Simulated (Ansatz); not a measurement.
# What Be (P4_2/mnm, 4 atoms in the cell) distorts into, part 2 of 2

Wanted: the energy along a soft mode of Be (P4_2/mnm, 4 atoms in the cell) and the structure at the end.

Ansatz 0.2.0; DFT PBEsol, scalar-relativistic, plane waves, norm-conserving pseudopotentials.

So far. Step 4 (The mode frozen in, largest atomic shift 0.14 Å): The run ends at a pressure of -0.70 GPa, with forces up to 0.15 eV/Å. Step 5 (Energy along the mode, all amplitudes (two of the runs …): The lowest step is at 0.14 Å, 9.29 meV/atom below the parent, and the energy rises beyond it.

This is not the structure that Be takes at ambient pressure (hexagonal, No. 194); it is a model or a phase of other conditions.

**6. Relaxation from the frozen mode**

Starting from the lowest point found, all atoms and the cell are let go, so that strain and other modes of the same symmetry can join in.

input.yaml reads:

```yaml
crystal:
  lattice:
    - [3.74388236, 0.0, 0.0]
    - [0.0, 3.74388236, 0.0]
    - [0.0, 0.0, 2.2763089883]
  atoms:
    - { symbol: Be, position: [0.3236731706, 0.2707895916, 0.0] }
    - { symbol: Be, position: [0.6763268294, 0.7292104084, 0.0] }
    - { symbol: Be, position: [0.1763268294, 0.7707895916, 0.5] }
    - { symbol: Be, position: [0.8236731706, 0.2292104084, 0.5] }
kpoints:
  mp_grid: { grid: [12, 12, 20] }
hamiltonian:
  xc: pbesol
  pseudopotentials: { kind: nc }
scf:
  occupations: { method: methfessel_paxton, width: 0.2 }
output:
  forces: true
  stress: true
  eigenvalues: true
relax:
  adjacent_minimum: "off"
  f_tol: 0.002
  max_steps: 120
  cell: { stress_tol: 0.03 }
```

On the command line:

```bash
$ ansatz run input.yaml --threads 4 --pin off --max-ram 7168MiB --backend cpu --events-out ev --progress --plain --runs-dir out
```

The program printed:

```text
[...]
Crystal: 4 atoms, lattice volume = 31.906 Å³
Basis set: ecut = 1197.300995 eV, 3025 PW (Γ), exchange–correlation on 90×90×54 points (8 copies of the dense FFT grid, shifted against one another)
Bands: 12, of which v1, the nominal top of the filled ones, is band 8 counted from 1 (7 counted from 0)
Symmetry: 8 space group operations
[...]
k-points: 539 of 2880
[...]
SCF iter   1: F=—  HF=-1510.944694 eV  |F-HF|=—  |Δ(HF+E_count)|=         —  Δρ=3.85e-2  dr2=8.90e-2  ethr=3.10e-3  ⟨swp⟩=4.8  Hψ=39325  notcnv=0
[...]
SCF iter   5: F=-1510.921012 eV  HF=-1510.921012 eV  |F-HF|=4.55e-11  |Δ(HF+E_count)|=   3.82e-8  S|Δr|=    0.00e0  Δρ=5.06e-6  dr2=1.75e-9  ethr=6.25e-10  ⟨swp⟩=6.3  Hψ=32442  notcnv=0
SCF 1 converged in 5 iterations: F = -1510.921012 eV  dr2 = 1.75e-9
relax step   1: F+E_penalty+E_count = -1510.92101223 eV  Δ(F+E_penalty+E_count) = +0.000e0 eV  max|allowed force component| = 1.425e-1 eV/Å  Δτ_max = 0.0000 Å  P = -0.698 GPa  Ω = 31.906 Å³  (5 SCF iters, dr2 threshold 1.00e-7 eV, accepted)
Crystal: 4 atoms, lattice volume = 31.598 Å³
Basis set: ecut = 1197.300995 eV, 2973 PW (Γ), exchange–correlation on 90×90×54 points (8 copies of the dense FFT grid, shifted against one another)
[...]
SCF iter   5: F=-1511.049201 eV  HF=-1511.049201 eV  |F-HF|=1.07e-9  |Δ(HF+E_count)|=   9.41e-9  S|Δr|=    0.00e0  Δρ=2.99e-6  dr2=2.40e-9  ethr=3.43e-10  ⟨swp⟩=2.0  Hψ=23067  notcnv=0
SCF 2 converged in 5 iterations: F = -1511.049201 eV  dr2 = 2.40e-9
relax step   2: F+E_penalty+E_count = -1511.04920073 eV  Δ(F+E_penalty+E_count) = -1.282e-1 eV  max|allowed force component| = 2.383e-1 eV/Å  Δτ_max = 0.0250 Å  P = -0.228 GPa  Ω = 31.598 Å³  energy of the carried Pulay correction = +8.885e-5 eV  (5 SCF iters, dr2 threshold 4.00e-7 eV, accepted)
Crystal: 4 atoms, lattice volume = 31.066 Å³
Basis set: ecut = 1197.300995 eV, 2933 PW (Γ), exchange–correlation on 90×90×54 points (8 copies of the dense FFT grid, shifted against one another)
[...]
SCF iter   5: F=-1511.049036 eV  HF=-1511.049036 eV  |F-HF|=4.00e-11  |Δ(HF+E_count)|=   4.92e-8  S|Δr|=    0.00e0  Δρ=3.05e-6  dr2=1.18e-9  ethr=5.23e-10  ⟨swp⟩=2.0  Hψ=19881  notcnv=0
SCF 3 converged in 5 iterations: F = -1511.049036 eV  dr2 = 1.18e-9
relax step   3: F+E_penalty+E_count = -1511.04903638 eV  Δ(F+E_penalty+E_count) = +1.644e-4 eV  max|allowed force component| = 1.477e-1 eV/Å  Δτ_max = 0.0842 Å  P = +2.371 GPa  Ω = 31.066 Å³  energy of the carried Pulay correction = +2.440e-4 eV  (5 SCF iters, dr2 threshold 4.00e-7 eV, rejected (line search))
[...]
relax step   4: F+E_penalty+E_count = -1511.09052358 eV  Δ(F+E_penalty+E_count) = -4.132e-2 eV  max|allowed force component| = 8.340e-3 eV/Å  Δτ_max = 0.0615 Å  P = +0.008 GPa  Ω = 31.515 Å³  energy of the carried Pulay correction = +1.129e-4 eV  (6 SCF iters, accepted)
[...]
relax step   5: F+E_penalty+E_count = -1511.09101840 eV  Δ(F+E_penalty+E_count) = -4.948e-4 eV  max|allowed force component| = 1.130e-3 eV/Å  Δτ_max = 0.0020 Å  P = +0.064 GPa  Ω = 31.490 Å³  energy of the carried Pulay correction = +1.201e-4 eV  (3 SCF iters, dr2 threshold 4.00e-7 eV, accepted)
[...]
relax step   6: F+E_penalty+E_count = -1511.09101910 eV  Δ(F+E_penalty+E_count) = -6.972e-7 eV  max|allowed force component| = 5.875e-4 eV/Å  Δτ_max = 0.0004 Å  P = -0.000 GPa  Ω = 31.506 Å³  energy of the carried Pulay correction = +1.156e-4 eV  (3 SCF iters, dr2 threshold 3.04e-8 eV, accepted)
[...]
relax step   7: F+E_penalty+E_count = -1511.09154189 eV  Δ(F+E_penalty+E_count) = -5.228e-4 eV  max|allowed force component| = 5.505e-4 eV/Å  Δτ_max = 0.0000 Å  P = +0.046 GPa  Ω = 31.506 Å³  stress off target by 1.41e-1 GPa  SCF on the basis re-selected at this cell (its energy is not comparable with the rows above)  (4 SCF iters)
[...]
relax step   8: F+E_penalty+E_count = -1511.09154449 eV  Δ(F+E_penalty+E_count) = -2.598e-6 eV  max|allowed force component| = 5.050e-4 eV/Å  Δτ_max = 0.0001 Å  P = -0.000 GPa  Ω = 31.518 Å³  energy of the carried Pulay correction = -3.665e-6 eV  (2 SCF iters, dr2 threshold 4.99e-8 eV, accepted)
[...]
SCF iter   3: F=-1511.091548 eV  HF=-1511.091548 eV  |F-HF|=1.59e-12  |Δ(HF+E_count)|=  3.24e-10  S|Δr|=    0.00e0  Δρ=3.18e-7  dr2=6.11e-12  ethr=1.00e-12  ⟨swp⟩=5.0  Hψ=28900  notcnv=0
SCF 9 converged in 3 iterations: F = -1511.091548 eV  dr2 = 6.11e-12
relax step   9: F+E_penalty+E_count = -1511.09154839 eV  Δ(F+E_penalty+E_count) = -3.904e-6 eV  max|allowed force component| = 4.967e-4 eV/Å  Δτ_max = 0.0000 Å  P = +0.000 GPa  Ω = 31.518 Å³  stress off target by 1.62e-2 GPa  SCF on the basis re-selected at this cell (its energy is not comparable with the rows above)  (3 SCF iters)
[...]
SCF converged after 3 iterations
[...]
Free energy (F): -1511.091548 eV
[...]
Internal energy: -1511.091166 eV  (E = F + TS)
E sigma→0 (E₀):  -1511.091453 eV
Entropy (-TS):   -0.000382 eV (-0.096 meV/atom)
Fermi energy:    8.789226 eV
Step filling:    the computed levels leave a gap of 0.0054 eV = 0.0 smearing widths at the electron count; against every level under it full and every level over it empty, smearing changes F+E_penalty+E_count by -0.494 meV and its σ→0 estimate by -0.398 meV
[...]
--- Forces (eV/Å), atoms counted from 1 ---
  atom   1  Be    -0.00049668     0.00002100     0.00000000
  atom   2  Be     0.00049668    -0.00002100     0.00000000
  atom   3  Be     0.00049668     0.00002100     0.00000000
  atom   4  Be    -0.00049668    -0.00002100     0.00000000
  max |Σ_I F_I| component: 2.17e-19 eV/Å
--- Stress (GPa, compression-positive) ---
        0.016236       0.000000       0.000000
        0.000000      -0.003909       0.000000
        0.000000       0.000000      -0.011339
  P = ⅓ Tr σ = 0.0003 GPa (0.003 kbar)
--- Band table (eV; the first three rows and the last of 539) ---
  k-point 0: bands = [... 4 lower, -2.5560, 3.7770, 4.3253, 5.7159, 9.9375, 12.4628, 15.3534, 15.5799]
  k-point 1: bands = [... 4 lower, -2.5025, 3.8447, 4.3960, 5.7680, 9.9529, 12.5325, 15.4073, 15.5815]
  k-point 2: bands = [... 4 lower, -2.3419, 4.0471, 4.6080, 5.9233, 9.9973, 12.7415, 15.0814, 15.5632]
  k-point 538: bands = [... 4 lower, 5.1358, 5.1358, 5.1359, 5.1359, 10.3856, 10.3856, 10.3856, 10.3856]
--- Relaxed structure (7 steps of the walk, 6 accepted, 2 SCFs on fresh bases) ---
  F+E_penalty+E_count = -1511.09154839 eV   max|allowed force component| = 4.967e-4 eV/Å   (the final SCF, on the basis selected at the relaxed cell)
  cell:  # Å, volume = 31.5183 Å³
    - [3.908101, 0.0, 0.0]
    - [0.0, 3.560925, 0.0]
    - [0.0, 0.0, 2.264819]
  atoms:
    - { symbol: Be, position: [0.332814, 0.249999, 0.0] }
    - { symbol: Be, position: [0.667186, 0.750001, 0.0] }
    - { symbol: Be, position: [0.167186, 0.749999, 0.500000] }
    - { symbol: Be, position: [0.832814, 0.250001, 0.500000] }
```

It took 1.8 min on 4 threads of Arm Neoverse V1, shared host; peak memory 0.99 GiB.

Step by step:

| step | energy less that of the first step (eV) | largest force component (eV/Å) | pressure (GPa) | volume (Å³) |
| --- | --- | --- | --- | --- |
| 1 | 0.0000 | 0.1425 | -0.70 | 31.91 |
| 2 | -0.1282 | 0.2383 | -0.23 | 31.60 |
| 3 | -0.1280 | 0.1477 | 2.37 | 31.07 |
| 4 | -0.1695 | 0.0083 | 0.01 | 31.51 |
| 5 | -0.1700 | 0.0011 | 0.06 | 31.49 |
| 6 | -0.1700 | 0.0006 | 0.00 | 31.51 |
| 7* | -0.1705 | 0.0006 | 0.05 | 31.51 |
| 8 | -0.1705 | 0.0005 | 0.00 | 31.52 |
| 9* | -0.1705 | 0.0005 | 0.00 | 31.52 |

Relaxation steps marked * repeat the geometry before them on a plane-wave basis chosen anew for their cell, so energy and pressure can jump there. Relaxation step 3 was tried and not accepted.

The run keeps the 8 symmetry operations that the program found, so distortions that break them were not tested.

| cell as run | before | after | change |
| --- | --- | --- | --- |
| a (Å) | 3.744 | 3.908 | +4.4 % |
| b (Å) | 3.744 | 3.561 | -4.9 % |
| c (Å) | 2.276 | 2.265 | -0.5 % |
| volume (Å³/atom) | 7.98 | 7.88 | -1.2 % |

The atoms that moved most (Å, as changes of fractional coordinates times the final cell):

| atom | dx | dy | dz | length |
| --- | --- | --- | --- | --- |
| Be4 | 0.036 | 0.074 | 0.000 | 0.082 |
| Be2 | -0.036 | 0.074 | 0.000 | 0.082 |
| Be3 | -0.036 | -0.074 | 0.000 | 0.082 |
| Be1 | 0.036 | -0.074 | 0.000 | 0.082 |

Final coordinates:

```
Be
1.0
     3.90810    0.00000    0.00000
     0.00000    3.56093    0.00000
     0.00000    0.00000    2.26482
Be
4
Direct
  0.33281 0.25000 0.00000
  0.66719 0.75000 0.00000
  0.16719 0.75000 0.50000
  0.83281 0.25000 0.50000
```

This step gave:

```
pressure        : 3.30e-4 GPa
volume per atom : 7.880 Å³
```

The distorted start has space group Pnnm; the relaxation ends in Cmcm.

**7. The new phase in its own primitive cell**

The relaxed structure is symmetrised, reduced to its primitive cell and relaxed tightly, as its phonons need.

System of this step: Be (Cmcm, 2 atoms in the cell). Symmetry: Cmcm, No. 63, orthorhombic system. The conventional cell has a = 2.265 Å, b = 3.908 Å, c = 3.561 Å, α = 90.00°, β = 90.00°, γ = 90.00°. Be has 12 Be at 2.21 to 2.26 Å nearest.

input.yaml, the sections that differ from step 6:

```yaml
crystal:
  lattice:
    - [1.1324095187, -1.9540506889, 0.0]
    - [1.1324095187, 1.9540506889, 0.0]
    - [0.0, 0.0, 3.5609253718]
  atoms:
    - { symbol: Be, position: [0.6671856929, 0.3328143071, 0.25] }
    - { symbol: Be, position: [0.3328143071, 0.6671856929, 0.75] }
kpoints:
  mp_grid: { grid: [22, 22, 12] }
relax:
  adjacent_minimum: "off"
  f_tol: 0.001
  max_steps: 60
  cell: { stress_tol: 0.01 }
# hamiltonian, scf, output: as in step 6
```

The program printed:

```text
[...]
Crystal: 2 atoms, lattice volume = 15.759 Å³
Basis set: ecut = 1197.300995 eV, 1461 PW (Γ), exchange–correlation on 54×54×90 points (8 copies of the dense FFT grid, shifted against one another)
Bands: 8, of which v1, the nominal top of the filled ones, is band 4 counted from 1 (3 counted from 0)
Symmetry: 8 space group operations
[...]
k-points: 931 of 5808
[...]
--- Band table (eV; the first three rows and the last of 931) ---
[...]
--- Relaxed structure (4 steps of the walk, 4 accepted, 1 SCFs on fresh bases) ---
[...]
cell:  # Å, volume = 15.7499 Å³
    - [1.128885, -1.955251, -2.745562e-19]
    - [1.128885, 1.955251, 2.745562e-19]
    - [0, 5.003320e-19, 3.567751]
  atoms:
    - { symbol: Be, position: [0.666668, 0.333332, 0.25] }
    - { symbol: Be, position: [0.333332, 0.666668, 0.75] }
[key lines of the parts left out:]
SCF converged after 4 iterations
Free energy (F): -755.546411 eV
Fermi energy:    8.993148 eV
P = ⅓ Tr σ = 0.0002 GPa (0.002 kbar)
```

It took 33 s on 4 threads; peak memory 0.76 GiB.

The steps of the relaxation:

| step | energy less that of the first step (eV) | largest force component (eV/Å) | pressure (GPa) | volume (Å³) |
| --- | --- | --- | --- | --- |
| 1 | 0.0000 | 0.0062 | -0.04 | 15.76 |
| 2 | -0.0002 | 0.0050 | -0.03 | 15.75 |
| 3 | -0.0002 | 0.0009 | -0.01 | 15.75 |
| 4 | -0.0002 | 0.0000 | 0.00 | 15.75 |
| 5* | -0.0002 | 0.0000 | 0.00 | 15.75 |

Relaxation steps marked * repeat the geometry before them on a plane-wave basis chosen anew for their cell, so energy and pressure can jump there.

Forces are held to the 8 operations that the program found; a distortion that breaks them can't arise in this run.

| cell as run | before | after | change |
| --- | --- | --- | --- |
| a (Å) | 2.258 | 2.258 | -0.0 % |
| b (Å) | 2.258 | 2.258 | -0.0 % |
| c (Å) | 3.561 | 3.568 | +0.2 % |
| γ (°) | 119.81 | 120.00 | +0.2 % |
| volume (Å³/atom) | 7.88 | 7.87 | -0.1 % |

The relaxed structure:

```xyz
2
Lattice="1.1289 -1.9553 0.0000 1.1289 1.9553 0.0000 0.0000 0.0000 3.5678" Properties=species:S:1:pos:R:3 pbc="T T T"
Be    1.1289   -0.6518    0.8919
Be    1.1289    0.6518    2.6758
```

Read from the output:

```yaml
pressure: 1.71e-4 GPa
volume_per_atom: 7.875 Å³
```

The largest force component left is 0.0097 meV/Å and the pressure is 0.000 GPa, within the tolerances set. The cell now holds 7.87 Å³/atom.

**8. Modes of the new phase, k-mesh 22×22×12**

A relaxed structure may still be a saddle point, so its zone-centre modes are computed. No field response is asked, since the mesh shows no gap.

input.yaml, the sections that differ from step 7:

```yaml
crystal:
  lattice:
    - [1.1288850782, -1.9552512376, 0.0]
    - [1.1288850782, 1.9552512376, 0.0]
    - [0.0, 0.0, 3.5677507554]
  atoms:
    - { symbol: Be, position: [0.666668409, 0.333331591, 0.25] }
    - { symbol: Be, position: [0.333331591, 0.666668409, 0.75] }
output:
  eigenvalues: true
phonons:
  method: dfpt
# kpoints, hamiltonian, scf: as in step 7
# relax: removed
```

The program printed:

```text
Warning: 16 symmetry operations that the atoms keep within the bar at which the run's group was sought (crystal.symmetry.tolerance 1.0e-5, or twice it) were not taken beside the 8 unitary ones that the detection took (of a slab, those that keep its plane). If the more symmetric cell is meant, write the vectors of crystal.lattice to more decimals, or, with the positions in fractional coordinates, give it by lengths an [...]
zone centre: on kpoints.mp_grid the ground state, and the responses unless they are solved on pairs of k-points, stand on 931 of the mesh's 5808 k-points, reduced under 4 symmetry operations, with k and −k counted as one. Each operation leaves every solved displacement unchanged or reverses it
[...]
Crystal: 2 atoms, lattice volume = 15.750 Å³
Basis set: ecut = 1197.300995 eV, 1461 PW (Γ), exchange–correlation on 54×54×96 points (8 copies of the dense FFT grid, shifted against one another)
Bands: 8, of which v1, the nominal top of the filled ones, is band 4 counted from 1 (3 counted from 0)
Symmetry: 8 space group operations
k-points: 931 of 5808 (irreducible under 4 space group operations, time reversal used)
[...]
SCF iter   1: F=—  HF=-755.556684 eV  |F-HF|=—  |Δ(HF+E_count)|=         —  Δρ=3.87e-2  dr2=4.08e-2  ethr=3.10e-3  ⟨swp⟩=5.0  Hψ=56709  notcnv=0
[...]
SCF iter   6: F=-755.546411 eV  HF=-755.546411 eV  |F-HF|=3.41e-13  |Δ(HF+E_count)|=  2.16e-10  S|Δr|=    0.00e0  Δρ=1.79e-7  dr2=7.09e-13  ethr=1.00e-12  ⟨swp⟩=5.9  Hψ=34210  notcnv=0
SCF 1 converged in 6 iterations: F = -755.546411 eV  dr2 = 7.09e-13
DFPT response loops at Γ: preconditioner auto → Kerker (q_TF=auto, 2.437 Å⁻¹) (partly filled bands, converged f_vac=0.000); β = 1.00, the filter's whole step (`scf.mixing.beta` (0.50) is not read by the response loops under this deck's `scf.mixing.preconditioner`; to damp them name `kerker` or `kerker_dos`, under which they read `scf.mixing.beta`, and type it under 1.00, their step now; both keys bind the ground state too); Broyden in place of MSR1
SCF converged after 6 iterations
[...]
Free energy (F): -755.546411 eV
[...]
Internal energy: -755.546715 eV  (E = F + TS)
E sigma→0 (E₀):  -755.546487 eV
Entropy (-TS):   0.000304 eV (0.152 meV/atom)
Fermi energy:    8.993149 eV
[...]
--- Band table (eV; the first three rows and the last of 931) ---
[...]
--- Phonons (Γ-DFPT): 3 representative perturbations + reference, on 931 of 5808 k-points (Σ response iterations 10) ---
  k mesh reduced under 4 symmetry operations, with k and −k counted as one. Each operation leaves every solved displacement unchanged or reverses it
  ASR residual: 2.966e-5 → 0.000e0 eV/Å²; symmetrization residual: 2.306e-14 eV/Å²
  ASR residual per site (eV/Å²): 2.97e-5 2.97e-5
  Γ frequencies (cm⁻¹): 0.00 0.00 0.00 469.94 469.95 697.59
  non-analytic LO–TO correction: not included (Born effective charges unavailable; polar crystals: no LO–TO splitting at Γ)
```

Run time: 30 s. Hardware: 4 threads; peak memory 1.2 GiB; 1.9 min of CPU time.

This step gave:

* sum-rule residual before enforcement: 2.97e-5 eV/Å²
* point group: mmm
* highest optical mode at the zone centre (no LO-TO term): 697.6 cm⁻¹
* lowest optical zone-centre mode: 469.9 cm⁻¹

Patterns of degenerate modes are one choice out of their space. Modes at Γ:

| mode | frequency (cm⁻¹) | symmetry |
| --- | --- | --- |
| 1 | 0.0 | acoustic |
| 2 | 0.0 | acoustic |
| 3 | 0.0 | acoustic |
| 4 | 469.9 | not assigned |
| 5 | 469.9 | not assigned |
| 6 | 697.6 | B3g |

Displacements in mode 5 (469.9 cm⁻¹), the largest set to 1:
```
Be1  1.00  0.00  0.00
Be2 -1.00  0.00  0.00
```

Displacements in mode 6 (697.6 cm⁻¹), the largest set to 1:
```
Be1  0.00  0.00  1.00
Be2  0.00  0.00 -1.00
```

Before it was imposed, the acoustic sum rule was missed by 3.0e-5 eV/Å². Small misses are needed for a sound result but don't prove that mesh and cutoff are converged. The lowest optical mode is real, 470 cm⁻¹.

**9. The phases reached**

The phases reached along the modes that were followed are set side by side.

Energies are those of the first relaxation, on the mesh of the frozen mode; space group, volume and gap are those of the last relaxation. Phases, by row:

| mode frozen in | space group | energy from parent (meV/atom) | volume (Å³/atom) | gap on mesh (eV) | lowest zone-centre optical mode (cm⁻¹) | largest shift (Å) |
| --- | --- | --- | --- | --- | --- | --- |
| parent | P4_2/mnm | 0 | 7.977 | 0 | – | – |
| q = (0, 0, 0), 184i cm⁻¹ | P6_3/mmc | -51.86 | 7.87 | 0 | 469.9 | 0.218 |

**10. What came out**

| Quantity | Value |
| --- | --- |
| unstable mode of the parent | q = (0, 0, 0), 184i cm⁻¹ |
| depth at the lowest point sampled | 9.29 meV/atom |
| largest atomic shift at that point | 0.14 Å |
| space group reached | P6_3/mmc |
| energy gained over the parent (first relaxation, on the mesh of the frozen mode) | 51.9 meV/atom |
| volume per atom, phase reached | 7.87 Å³ |
| lowest optical zone-centre mode, phase reached | 470 cm⁻¹ |
| highest optical mode at the zone centre (no LO-TO term), phase reached | 698 cm⁻¹ |

In words: Along this mode the structure falls into P6_3/mmc, 51.9 meV/atom below the parent. At the parent's cell the well is 9.291 meV/atom deep on the steps tried, with its lowest point at a shift of 0.14 Å. Relaxing atoms and cell changes the gain by +42.57 meV/atom against the lowest step (energies at zero smearing). Most of the total comes from this relaxation. The new phase has no imaginary mode at the zone centre of its cell; other wavevectors were not checked. Each path keeps the symmetry of its pattern, so a lower phase may lie along a pattern not tried. The q mesh is too sparse to interpolate, so only the solved wavevectors are given. With no gap, or one that is small against the smearing, the frequencies hang on the k mesh and the smearing, most of all near Kohn anomalies. A phonon run warned that its eigensolver left some bands unconverged in a pass.

[Long decimals in the printed logs are rounded to 6 places.]

[Logs are printed without paths, hosts, clocks, repeated set-up lines and the standing remarks that a program may print on its own settings, such as how far it seeks lower states.]

[Hosts, paths, dates, database ids (printed as entryN), source tags and the programs' standing remarks are cut or masked in the printed files.]

[Where the starting crystal was built by hand or by swapping elements, it need not be the compound's stable phase.]
